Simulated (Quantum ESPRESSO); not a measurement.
**Collinear magnetic orders of KCo2As2 with Quantum ESPRESSO**

Does KCo2As2 prefer parallel or opposed moments, or none?

Calculated with Quantum ESPRESSO 7.5; LDA; plane waves with GBRV 1.5 LDA potentials, no spin-orbit coupling.

Report form: the programs' logs are mostly left out.

### 1. Starting point

It takes space group I4/mmm (No. 139, tetragonal). Conventional cell: a = 3.740 Å, b = 3.740 Å, c = 13.640 Å, α = 90.00°, β = 90.00°, γ = 90.00°. K has 8 As at 3.37 Å and 4 K at 3.74 Å nearest. Nearest to Co lie 4 As at 2.29 Å. Nearest to As lie 4 Co at 2.29 Å and 4 K at 3.37 Å. Farther neighbours are not listed.

Structure file:

```cif
data_structure
_symmetry_space_group_name_H-M 'P 1'
_symmetry_Int_Tables_number 1
_cell_length_a 7.3147
_cell_length_b 7.3147
_cell_length_c 7.3147
_cell_angle_alpha 150.376
_cell_angle_beta 150.376
_cell_angle_gamma 42.389
_cell_volume 95.39
loop_
_atom_site_label
_atom_site_type_symbol
_atom_site_fract_x
_atom_site_fract_y
_atom_site_fract_z
_atom_site_occupancy
K1 K 0.00000 0.00000 0.00000 1
Co2 Co 0.75000 0.25000 0.50000 1
Co3 Co 0.25000 0.75000 0.50000 1
As4 As 0.34655 0.34655 0.00000 1
As5 As 0.65345 0.65345 0.00000 1
```

The cell comes from Materials Project 2023-11-01, a database of computed structures, and need not be the stable phase.

### 2. Start 1: ferro ++

The signs are those of the starting moments on the seeded atoms, the atoms that are given a moment.

Input file pw.in:

```
&CONTROL
  calculation = 'scf'
  prefix = 'pwscf'
  outdir = './tmp'
  pseudo_dir = './pseudo'
  disk_io = 'nowf'
/
&SYSTEM
  ibrav = 0
  nat = 5
  ntyp = 3
  ecutwfc = 40
  ecutrho = 280
  nbnd = 38
  occupations = 'smearing'
  smearing = 'fd'
  degauss = 0.00734986
  nspin = 2
  starting_magnetization(1) = 0
  starting_magnetization(2) = 0.1176
  starting_magnetization(3) = 0
/
&ELECTRONS
  conv_thr = 1d-08
  electron_maxstep = 150
  mixing_beta = 0.3
/
ATOMIC_SPECIES
K      39.0983 k_lda_v1.4.uspp.F.UPF
Co     58.9332 co_lda_v1.2.uspp.F.UPF
As     74.9216 as_lda_v1.uspp.F.UPF
CELL_PARAMETERS angstrom
  -1.8699690938    1.8699690938    6.8199068568
   1.8699690938   -1.8699690938    6.8199068568
   1.8699690938    1.8699690938   -6.8199068568
ATOMIC_POSITIONS crystal
K       0.0000000000    0.0000000000    0.0000000000
Co      0.7500000000    0.2500000000    0.5000000000
Co      0.2500000000    0.7500000000    0.5000000000
As      0.3465498600    0.3465498600    0.0000000000
As      0.6534501400    0.6534501400    0.0000000000
K_POINTS automatic
10 10 10 0 0 0
```

Run with:

```
> OMP_NUM_THREADS=1 mpirun -n 4 pw.x -nk 4 -in pw.in > pw.out
```

Elapsed: 7.2 min, on 4 MPI ranks of Intel Xeon Platinum 8259CL at 2.50GHz (Skylake/Cascade Lake), shared host; peak memory 0.93 GiB.

The spin moment in the atom's sphere vanishes on all atoms.

Read from the output:

| Item | Value |
| --- | --- |
| smearing term TS | 0.07730 eV |
| magnetization | 0 μB |
| absolute magnetization | 0 μB |
| final state | non-magnetic |

### 3. Start 2: antiferro q=(0,0,1/2) +−+−

This order needs a doubled cell of 10 atoms. The wavevector q is in fractions of the reciprocal vectors of the crystal's primitive cell, as the cells of these inputs are built from it; moments change sign between cells as cos(2π q·R).

Input file pw.in:

```
&CONTROL
  calculation = 'scf'
  prefix = 'pwscf'
  outdir = './tmp'
  pseudo_dir = './pseudo'
  disk_io = 'nowf'
/
&SYSTEM
  ibrav = 0
  nat = 10
  ntyp = 4
  ecutwfc = 40
  ecutrho = 280
  nbnd = 68
  occupations = 'smearing'
  smearing = 'fd'
  degauss = 0.00734986
  nspin = 2
  starting_magnetization(1) = 0
  starting_magnetization(2) = 0.1176
  starting_magnetization(3) = -0.1176
  starting_magnetization(4) = 0
/
&ELECTRONS
  conv_thr = 2d-08
  electron_maxstep = 150
  mixing_beta = 0.3
/
ATOMIC_SPECIES
K      39.0983 k_lda_v1.4.uspp.F.UPF
Co1    58.9332 co_lda_v1.2.uspp.F.UPF
Co2    58.9332 co_lda_v1.2.uspp.F.UPF
As     74.9216 as_lda_v1.uspp.F.UPF
CELL_PARAMETERS angstrom
  -1.8699690938    1.8699690938    6.8199068568
   1.8699690938   -1.8699690938    6.8199068568
   3.7399381876    3.7399381876  -13.6398137136
ATOMIC_POSITIONS crystal
K       0.0000000000    0.0000000000    0.0000000000
K       0.0000000000    0.0000000000    0.5000000000
Co1     0.7500000000    0.2500000000    0.2500000000
Co2     0.7500000000    0.2500000000    0.7500000000
Co1     0.2500000000    0.7500000000    0.2500000000
Co2     0.2500000000    0.7500000000    0.7500000000
As      0.3465498600    0.3465498600    0.0000000000
As      0.3465498600    0.3465498600    0.5000000000
As      0.6534501400    0.6534501400    0.0000000000
As      0.6534501400    0.6534501400    0.5000000000
K_POINTS automatic
10 10 5 0 0 0
```

Wall time 35 min (4 MPI ranks); peak memory 2.1 GiB.

Spin moment in the atom's sphere by atom:

| atom | spin moment in the atom's sphere (μB) |
| --- | --- |
| K1 | 0.0000 |
| K2 | 0.0000 |
| Co3 | 0.0003 |
| Co4 | -0.0002 |
| Co5 | 0.0003 |
| Co6 | -0.0002 |
| As7 | 0.0000 |
| As8 | 0.0000 |
| As9 | 0.0000 |
| As10 | 0.0000 |

Numbers from this step:

- smearing term TS: 0.1546 eV
- magnetization: 0 μB
- absolute magnetization: 0 μB
- final state: non-magnetic

### 4. Run 3, typed as antiferro +−

Input file pw.in:

```
&CONTROL
  calculation = 'scf'
  prefix = 'pwscf'
  outdir = './tmp'
  pseudo_dir = './pseudo'
  disk_io = 'nowf'
/
&SYSTEM
  ibrav = 0
  nat = 5
  ntyp = 4
  ecutwfc = 40
  ecutrho = 280
  nbnd = 36
  occupations = 'smearing'
  smearing = 'fd'
  degauss = 0.00734986
  nspin = 2
  starting_magnetization(1) = 0
  starting_magnetization(2) = 0.1176
  starting_magnetization(3) = -0.1176
  starting_magnetization(4) = 0
/
&ELECTRONS
  conv_thr = 1d-08
  electron_maxstep = 150
  mixing_beta = 0.3
/
ATOMIC_SPECIES
K      39.0983 k_lda_v1.4.uspp.F.UPF
Co1    58.9332 co_lda_v1.2.uspp.F.UPF
Co2    58.9332 co_lda_v1.2.uspp.F.UPF
As     74.9216 as_lda_v1.uspp.F.UPF
CELL_PARAMETERS angstrom
  -1.8699690938    1.8699690938    6.8199068568
   1.8699690938   -1.8699690938    6.8199068568
   1.8699690938    1.8699690938   -6.8199068568
ATOMIC_POSITIONS crystal
K       0.0000000000    0.0000000000    0.0000000000
Co1     0.7500000000    0.2500000000    0.5000000000
Co2     0.2500000000    0.7500000000    0.5000000000
As      0.3465498600    0.3465498600    0.0000000000
As      0.6534501400    0.6534501400    0.0000000000
K_POINTS automatic
10 10 10 0 0 0
```

It took 8.4 min on 4 MPI ranks; peak memory 0.94 GiB.

Spin moment in the atom's sphere by atom:

| atom | spin moment in the atom's sphere (μB) |
| --- | --- |
| K1 | 0.0000 |
| Co2 | -0.0001 |
| Co3 | 0.0000 |
| As4 | 0.0000 |
| As5 | 0.0000 |

Read from the output:

| Item | Value |
| --- | --- |
| smearing term TS | 0.07730 eV |
| magnetization | 0 μB |
| absolute magnetization | 0 μB |
| final state | non-magnetic |

### 5. Run 4, typed as no spin polarisation

Input file pw.in:

```
&CONTROL
  calculation = 'scf'
  prefix = 'pwscf'
  outdir = './tmp'
  pseudo_dir = './pseudo'
  disk_io = 'nowf'
/
&SYSTEM
  ibrav = 0
  nat = 5
  ntyp = 3
  ecutwfc = 40
  ecutrho = 280
  nbnd = 36
  occupations = 'smearing'
  smearing = 'fd'
  degauss = 0.00734986
/
&ELECTRONS
  conv_thr = 1d-08
  electron_maxstep = 150
  mixing_beta = 0.3
/
ATOMIC_SPECIES
K      39.0983 k_lda_v1.4.uspp.F.UPF
Co     58.9332 co_lda_v1.2.uspp.F.UPF
As     74.9216 as_lda_v1.uspp.F.UPF
CELL_PARAMETERS angstrom
  -1.8699690938    1.8699690938    6.8199068568
   1.8699690938   -1.8699690938    6.8199068568
   1.8699690938    1.8699690938   -6.8199068568
ATOMIC_POSITIONS crystal
K       0.0000000000    0.0000000000    0.0000000000
Co      0.7500000000    0.2500000000    0.5000000000
Co      0.2500000000    0.7500000000    0.5000000000
As      0.3465498600    0.3465498600    0.0000000000
As      0.6534501400    0.6534501400    0.0000000000
K_POINTS automatic
10 10 10 0 0 0
```

Elapsed: 3.4 min, on 4 MPI ranks; peak memory 0.7 GiB.

This step gave:

```yaml
smearing_term_ts: 0.07730 eV
final_state: non-magnetic (no spin polarisation)
```

### 6. Energies of the orders

An order is kept where moments of 0.15 μB or more survive with the typed signs; meshes match where a doubled cell samples the same k points as the first cell.

Orders:

| start | final state | typed order kept | energy over the lowest (meV a seeded atom) | largest site moment (μB) | net moment (μB a cell of the first run) | mesh matched | CPU time (s) |
| --- | --- | --- | --- | --- | --- | --- | --- |
| ferro ++ | non-magnetic | no | 0 | 0 | 0 | yes | 1720 |
| antiferro q=(0,0,1/2) +-+- | non-magnetic | no | 0 | 0 | 0 | yes | 8358 |
| antiferro +- | non-magnetic | no | 0 | 0 | 0 | yes | 2025 |
| no spin polarisation | non-magnetic | - | 0 | 0 | 0 | yes | 826.4 |

### 7. Summary of results

```
lowest state found  : non-magnetic (from ferro ++, antiferro q=(0,0,1/2) +-+-, antiferro +- and no spin polarisation)
largest site moment : 0 μB
```

In words: The lowest state carries no moment, and no start kept one. This is the lowest of 4 collinear or spinless starts, no proof of the ground state. Energies are free energies at an electronic temperature of 1160 K, which lowers moments and differences where the moments are itinerant.

[Logs and program files are shortened in this print: banners, set-up blocks, solver, clock and traceback lines can be left out without a mark of their own.]

[Logs are printed without paths, hosts, clocks, repeated set-up lines and the standing remarks that a program may print on its own settings, such as how far it seeks lower states.]

[Hosts, paths, dates, database ids (printed as entryN), source tags and the programs' standing remarks are cut or masked in the printed files.]

[Where a cell is said to come from a database of computed structures, the database is the Materials Project.]
